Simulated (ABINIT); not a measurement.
# A GW chain in ABINIT: WS2 (Tungstenite)

Aim: the G0W0 gap of WS2 (Tungstenite) on PBEsol, step by step.

Method: PBEsol and many-body steps on it, plane waves, in ABINIT 10.8.3.

Report form: the programs' logs are mostly left out.

## (1) Starting point

The structure is trigonal, space group R3m (No. 160). Conventional cell: a = 3.158 Å, b = 3.158 Å, c = 18.490 Å, α = 90.00°, β = 90.00°, γ = 120.00°. Nearest to W lie 6 S at 2.39 to 2.42 Å. Nearest to S lie 3 W at 2.39 Å. S has 3 W at 2.42 Å nearest. Farther neighbours and most contacts between anions are not listed.

As a file:

```cif
data_structure
_symmetry_space_group_name_H-M 'R3m:H'
_symmetry_Int_Tables_number 160
_cell_length_a 3.1580
_cell_length_b 3.1580
_cell_length_c 18.4900
_cell_angle_alpha 90.000
_cell_angle_beta 90.000
_cell_angle_gamma 120.000
_cell_volume 159.70
loop_
_atom_site_label
_atom_site_type_symbol
_atom_site_symmetry_multiplicity
_atom_site_Wyckoff_symbol
_atom_site_fract_x
_atom_site_fract_y
_atom_site_fract_z
_atom_site_occupancy
W1 W 3 a 0.00000 0.00000 0.00000 1
S1 S 3 a 0.66667 0.33333 0.08363 1
S2 S 3 a 0.33333 0.66667 0.24767 1
```

The cell and positions come from the Crystallography Open Database and are kept as given unless a step says otherwise. Spin-orbit coupling is left out unless a step names it.

## (2) Ground state

This step: ABINIT 10.8.3; DFT, PBEsol, plane waves, norm-conserving pseudopotentials.

The ground-state density comes first.

Contents of run.abi:

```
acell 3*1.0 Angstrom
rprim 
  1.579000000014 0.911636075086 6.163333333296
  -1.579000000014 0.911636075086 6.163333333296
  0.000000000000 -1.823272150090 6.163333333308
ntypat 2
znucl 74 16
natom 3
typat 1 2 2
xred 
  0.000000000000 0.000000000000 0.000000000000
  0.249700000000 0.249700000000 0.249700000000
  0.419000000000 0.419000000000 0.419000000000
pp_dirpath "pseudos"
pseudos "W.upf, S.upf"
ecut 31
ngkpt 8 8 8
nshiftk 1
shiftk 0 0 0
kptopt 1
chksymbreak 0
nband 18
occopt 1
tolvrs 1e-10
nstep 60
prtwf 0
optforces 0
optstress 0
indata_prefix "in"
outdata_prefix "out"
tmpdata_prefix "tmp"
```

Started as:

```console
OMP_NUM_THREADS=1 mpirun -n 4 abinit run.abi > log
```

The job ended after 61 s (4 MPI ranks of Arm Neoverse V2, shared host; peak memory 0.62 GiB; 4 min of CPU time).

This step gave:

```yaml
total_energy: -2665.7478 eV
gap: 1.124 eV
k_of_the_valence_top: 0.5, 0.5, 0.5
k_of_the_conduction_bottom: -0.25, 0.125, 0
least_direct_gap: 2.290 eV
```

The gap is indirect, with the least direct gap 1.17 eV higher.

## (3) Bands along the symmetry lines

Levels along a band path, at the cheap level, show where the edges lie and whether the meshes to come will hold them.

Contents of run.abi:

```
acell 3*1.0 Angstrom
rprim 
  1.579000000014 0.911636075086 6.163333333296
  -1.579000000014 0.911636075086 6.163333333296
  0.000000000000 -1.823272150090 6.163333333308
ntypat 2
znucl 74 16
natom 3
typat 1 2 2
xred 
  0.000000000000 0.000000000000 0.000000000000
  0.249700000000 0.249700000000 0.249700000000
  0.419000000000 0.419000000000 0.419000000000
pp_dirpath "pseudos"
pseudos "W.upf, S.upf"
ecut 31
iscf -2
irdden 1
kptopt 0
nkpt 59
kpt 
  0.00000000 0.00000000 0.00000000
  -0.06250000 -0.06250000 -0.06250000
  -0.12500000 -0.12500000 -0.12500000
  -0.18750000 -0.18750000 -0.18750000
  -0.25000000 -0.25000000 -0.25000000
  -0.31250000 -0.31250000 -0.31250000
  -0.37500000 -0.37500000 -0.37500000
  -0.43750000 -0.43750000 -0.43750000
  -0.50000000 -0.50000000 -0.50000000
  -0.50000000 -0.46015652 -0.53984348
  -0.50000000 -0.42031304 -0.57968697
  -0.50000000 -0.38046955 -0.61953045
  -0.50000000 -0.34062607 -0.65937393
  -0.50000000 -0.30078259 -0.69921741
  -0.50000000 -0.26093911 -0.73906089
  -0.50000000 -0.22109562 -0.77890438
  -0.50000000 -0.18125214 -0.81874786
  -0.18125214 0.18125214 -0.50000000
  -0.15859562 0.15859562 -0.50000000
  -0.13593911 0.13593911 -0.50000000
  -0.11328259 0.11328259 -0.50000000
  -0.09062607 0.09062607 -0.50000000
  -0.06796955 0.06796955 -0.50000000
  -0.04531304 0.04531304 -0.50000000
  -0.02265652 0.02265652 -0.50000000
  0.00000000 0.00000000 -0.50000000
  0.00000000 0.00000000 -0.43750000
  0.00000000 0.00000000 -0.37500000
  0.00000000 0.00000000 -0.31250000
  0.00000000 0.00000000 -0.25000000
  0.00000000 0.00000000 -0.18750000
  0.00000000 0.00000000 -0.12500000
  0.00000000 0.00000000 -0.06250000
  0.00000000 0.00000000 0.00000000
  0.00000000 0.04257826 -0.04257826
  0.00000000 0.08515652 -0.08515652
  0.00000000 0.12773478 -0.12773478
  0.00000000 0.17031304 -0.17031304
  0.00000000 0.21289129 -0.21289129
  0.00000000 0.25546955 -0.25546955
  0.00000000 0.29804781 -0.29804781
  0.00000000 0.34062607 -0.34062607
  -0.34062607 0.00000000 -0.65937393
  -0.36054781 0.00000000 -0.63945219
  -0.38046955 0.00000000 -0.61953045
  -0.40039129 0.00000000 -0.59960871
  -0.42031304 0.00000000 -0.57968697
  -0.44023478 0.00000000 -0.55976522
  -0.46015652 0.00000000 -0.53984348
  -0.48007826 0.00000000 -0.51992174
  -0.50000000 0.00000000 -0.50000000
  -0.43750000 0.00000000 -0.43750000
  -0.37500000 0.00000000 -0.37500000
  -0.31250000 0.00000000 -0.31250000
  -0.25000000 0.00000000 -0.25000000
  -0.18750000 0.00000000 -0.18750000
  -0.12500000 0.00000000 -0.12500000
  -0.06250000 0.00000000 -0.06250000
  0.00000000 0.00000000 0.00000000
istwfk *1
nband 23
nbdbuf 5
tolwfr 1e-07
nstep 50
prtwf 0
prtvol 0
indata_prefix "in"
outdata_prefix "out"
tmpdata_prefix "tmp"
```

Wall time 22 s (4 MPI ranks); peak memory 0.39 GiB; 89 s of CPU time.

Numbers from this step:

```yaml
gap: 0.9693 eV
k_of_the_valence_top: -0.5, -0.5, -0.5
k_of_the_conduction_bottom: 0, 0.1703, -0.1703
least_direct_gap: 1.896 eV
```

The gap is 0.969 eV, −0.155 eV from the run before at this level.

Electronic bands along the path, in eV, zero at the top of the highest filled band:

| point | band 10 | band 11 | band 12 | band 13 | band 14 | band 15 | band 16 | band 17 |
| --- | --- | --- | --- | --- | --- | --- | --- | --- |
| Γ | -2.30 | -2.30 | -1.57 | -1.23 | 2.17 | 2.17 | 2.54 | 2.54 |
| halfway | -2.94 | -2.28 | -2.28 | -0.33 | 2.22 | 2.22 | 2.47 | 2.47 |
| T | -3.57 | -2.27 | -2.27 | 0.00 | 2.29 | 2.29 | 2.38 | 2.38 |
| halfway | -4.23 | -2.98 | -2.21 | -1.55 | 1.60 | 2.16 | 2.52 | 3.94 |
| H2 | -4.65 | -4.09 | -3.03 | -0.71 | 1.24 | 2.50 | 3.53 | 4.84 |
| jump to H0 | -4.65 | -4.09 | -3.03 | -0.71 | 1.24 | 2.50 | 3.53 | 4.84 |
| halfway | -4.10 | -3.53 | -2.77 | -1.15 | 1.82 | 2.75 | 2.97 | 4.34 |
| L | -4.18 | -2.57 | -1.81 | -1.74 | 2.29 | 2.57 | 3.56 | 3.86 |
| halfway | -3.43 | -2.64 | -1.94 | -1.62 | 1.32 | 2.01 | 2.84 | 3.38 |
| Γ | -2.30 | -2.30 | -1.57 | -1.23 | 2.17 | 2.17 | 2.54 | 2.54 |
| halfway | -3.95 | -2.96 | -1.80 | -1.57 | 0.97 | 2.14 | 2.62 | 4.04 |
| S0 | -4.66 | -4.02 | -3.07 | -0.69 | 1.21 | 2.51 | 3.48 | 4.89 |
| jump to S2 | -4.66 | -4.02 | -3.07 | -0.69 | 1.21 | 2.51 | 3.48 | 4.89 |
| halfway | -4.28 | -3.59 | -3.00 | -1.08 | 1.99 | 2.92 | 3.39 | 3.91 |
| F | -4.09 | -3.18 | -2.01 | -1.56 | 2.24 | 2.69 | 3.17 | 4.36 |
| halfway | -3.38 | -2.68 | -2.25 | -1.50 | 1.48 | 1.86 | 2.83 | 3.55 |
| Γ | -2.30 | -2.30 | -1.57 | -1.23 | 2.17 | 2.17 | 2.54 | 2.54 |

## (4) Empty states on the mesh, 4×4×4 mesh, 204 bands

The sums over transitions need many empty states on a uniform mesh; this step solves for them.

Contents of run.abi:

```
acell 3*1.0 Angstrom
rprim 
  1.579000000014 0.911636075086 6.163333333296
  -1.579000000014 0.911636075086 6.163333333296
  0.000000000000 -1.823272150090 6.163333333308
ntypat 2
znucl 74 16
natom 3
typat 1 2 2
xred 
  0.000000000000 0.000000000000 0.000000000000
  0.249700000000 0.249700000000 0.249700000000
  0.419000000000 0.419000000000 0.419000000000
pp_dirpath "pseudos"
pseudos "W.upf, S.upf"
ecut 31
ngkpt 4 4 4
nshiftk 1
shiftk 0 0 0
kptopt 1
chksymbreak 0
irdden 1
istwfk *1
nband 204
prtvol 0
optdriver 6
gwr_task "HDIAGO"
paral_kgb 0
occopt 1
indata_prefix "in"
outdata_prefix "out"
tmpdata_prefix "tmp"
```

Wall time 79 s (4 MPI ranks); peak memory 2.2 GiB; 5.2 min of CPU time.

Numbers from this step:

```
gap                                                           : 1.324 eV
k of the valence top                                          : 0.5, 0.5, 0.5
k of the conduction bottom                                    : 0.25, 0, 0
least direct gap                                              : 2.290 eV
k points computed                                             : 13
lowest point of the top converged band, above the valence top : 117.1729 eV
```

On this mesh the gap is 1.324 eV. The earlier step found 1.124 eV, so this mesh misses an edge.

## (5) Screening, 4×4×4 mesh, 196 bands, screening to 179.6 eV

The RPA dielectric matrix is built and inverted for each q.

This step: RPA screening on PBEsol, plane waves, norm-conserving pseudopotentials.

Changes to run.abi since step 4:

```diff
@@ -21,10 +21,11 @@
 chksymbreak 0
-irdden 1
 istwfk *1
-nband 204
-prtvol 0
-optdriver 6
-gwr_task "HDIAGO"
-paral_kgb 0
 occopt 1
+irdwfk 1
+optdriver 3
+nband 196
+ecuteps 6.6
+inclvkb 2
+awtr 1
+symchi 1
 indata_prefix "in"
```

Wall time 5.9 min (4 MPI ranks); peak memory 4.8 GiB.

This step gave:

```
ε∞ with local fields, on this mesh, along the program's q direction : 10.20
the same without local fields                                       : 11.88
plasma frequency                                                    : 25.95 eV
plane waves in the screening matrix                                 : 289
```

Local fields lower ε∞ by 14 %.

## (6) Self-energy, 4×4×4 mesh, 196 bands, screening to 179.6 eV

The self-energy is evaluated for the states that the input lists, and the levels follow from it, in one-shot runs by the linearised quasiparticle equation.

This step: G0W0 on PBEsol, plane waves, norm-conserving pseudopotentials.

Changes to run.abi since step 5:

```diff
@@ -24,8 +24,39 @@
 irdwfk 1
-optdriver 3
+optdriver 4
 nband 196
+gwcalctyp 0
+ecutsigx 31
+symsigma 1
+nkptgw 13
+kptgw 
+  0.0000000000 0.0000000000 0.0000000000
+  0.2500000000 0.0000000000 0.0000000000
+  0.5000000000 0.0000000000 0.0000000000
+  0.2500000000 0.2500000000 0.0000000000
+  0.5000000000 0.2500000000 0.0000000000
+  -0.2500000000 0.2500000000 0.0000000000
+  0.5000000000 0.5000000000 0.0000000000
+  0.2500000000 0.2500000000 0.2500000000
+  0.5000000000 0.2500000000 0.2500000000
+  -0.2500000000 0.2500000000 0.2500000000
+  0.5000000000 0.5000000000 0.2500000000
+  -0.2500000000 0.5000000000 0.2500000000
+  0.5000000000 0.5000000000 0.5000000000
+bdgw 
+  7 17
+  7 17
+  7 17
+  7 17
+  7 17
+  7 17
+  7 17
+  7 17
+  7 17
+  7 17
+  7 17
+  7 17
+  7 17
 ecuteps 6.6
-inclvkb 2
-awtr 1
-symchi 1
+irdscr 1
+ppmodel 1
 indata_prefix "in"
```

Elapsed: 16 min, on 4 MPI ranks; peak memory 5 GiB; 64 min of CPU time.

This step gave:

```
G0W0 gap on the mesh                         : 1.874 eV
starting gap on the mesh                     : 1.324 eV
k of the valence top                         : 0.5, 0.5, 0.5
k of the conduction bottom                   : 0.25, 0, 0
Z at the valence top                         : 0.784
Z at the conduction bottom                   : 0.792
least direct G0W0 gap on the computed points : 2.847 eV
```

The gap on the mesh goes from 1.32 eV to 1.87 eV, a correction of +0.55 eV. The start differs from the 1.12 eV found before because the two sample other k points.

Limits: finite bands, cutoff and mesh; no spin-orbit coupling. v1 is the top filled band, c1 the lowest empty one. The levels before and after the correction (eV, zero at the valence-band top of each column):

|  | conduction bottom | valence top |
| --- | --- | --- |
| Kohn-Sham | 1.32 | 0.00 |
| G0W0 | 1.87 | 0.00 |

|  | level | energy (eV) |
| --- | --- | --- |
| Kohn-Sham | (0.25 0 0) v3 | -2.637 |
| Kohn-Sham | (0.25 0 0) v2 | -1.936 |
| Kohn-Sham | (0.25 0 0) v1 | -1.621 |
| Kohn-Sham | (0.25 0 0) c1 | 1.324 |
| Kohn-Sham | (0.25 0 0) c2 | 2.007 |
| Kohn-Sham | (0.25 0 0) c3 | 2.840 |
| Kohn-Sham | (0.5 0.5 0.5) v3-v2 | -2.265 |
| Kohn-Sham | (0.5 0.5 0.5) v1 | 0.000 |
| Kohn-Sham | (0.5 0.5 0.5) c1-c2 | 2.290 |
| Kohn-Sham | (0.5 0.5 0.5) c3 | 2.375 |
| G0W0 | (0.25 0 0) v3 | -2.923 |
| G0W0 | (0.25 0 0) v2 | -2.394 |
| G0W0 | (0.25 0 0) v1 | -1.724 |
| G0W0 | (0.25 0 0) c1 | 1.874 |
| G0W0 | (0.25 0 0) c2 | 2.616 |
| G0W0 | (0.25 0 0) c3 | 3.523 |
| G0W0 | (0.5 0.5 0.5) v3-v2 | -2.457 |
| G0W0 | (0.5 0.5 0.5) v1 | 0.000 |
| G0W0 | (0.5 0.5 0.5) c1-c2 | 2.851 |
| G0W0 | (0.5 0.5 0.5) c3 | 2.847 |

## (7) Where the time went

Times are wall times on 4 MPI ranks of Arm Neoverse V2, shared host, good to a factor of about two.

| step | time | share | memory (GiB) |
| --- | --- | --- | --- |
| ground state | 61 s | 4 % | 0.62 |
| bands along the symmetry lines | 22 s | 2 % | 0.39 |
| empty states on the mesh | 79 s | 5 % | 2.2 |
| screening | 5.9 min | 24 % | 4.8 |
| self-energy | 16 min | 65 % | 5.0 |

## (8) Results

```
PBEsol gap                           : 0.97 eV, indirect
G0W0 gap on the mesh                 : 1.87 eV
G0W0 gap over the zone (rigid shift) : 1.52 eV
GW settings                          : 4×4×4 mesh, 196 bands, screening to 179.6 eV, Godby-Needs plasmon pole
known limits                         : not at the basis limit; no spin-orbit coupling
```

**Reading.** G0W0 moves the gap on the mesh from 1.32 eV to 1.87 eV (+0.55 eV), with Z of 0.78 and 0.79 at the edges. The mesh misses the band edges by 0.35 eV in all; a rigid shift gives 1.52 eV for the zone. Local fields lower the RPA ε∞ on this mesh from 11.88 to 10.20. The dearest step here is «self-energy». Bands and cutoff are finite, so the gap is not at the basis limit. The miss can reach some tenths of an eV and take either sign; the mesh is an error of its own. A denser mesh or path gives a starting gap of 0.97 eV: the GW mesh misses a band edge, so its gaps are not the fundamental one. The many-body steps are scalar-relativistic: spin-orbit coupling is not in them.

[Paths, hosts, dates, memory and timing lines, banners, echoed tables and standing remarks are left out of the program output.]

[Logs are printed without paths, hosts, clocks, repeated set-up lines and the standing remarks that a program may print on its own settings, such as how far it seeks lower states.]

[Runs of the session that timed out or met a known fault of the program may be left out.]

[Hosts, paths, dates, database ids (printed as entryN), source tags and the programs' standing remarks are cut or masked in the printed files.]

[G0W0 gaps are taken among the corrected bands and points alone; a level outside them can change the order at an edge.]

[Where Ansatz stands beside ABINIT at settings called matched, ABINIT's density can come from a denser mesh and the files from another edition; pairs whose starting gaps differed by over 0.03 eV were left out, so agreement reads better than it is.]
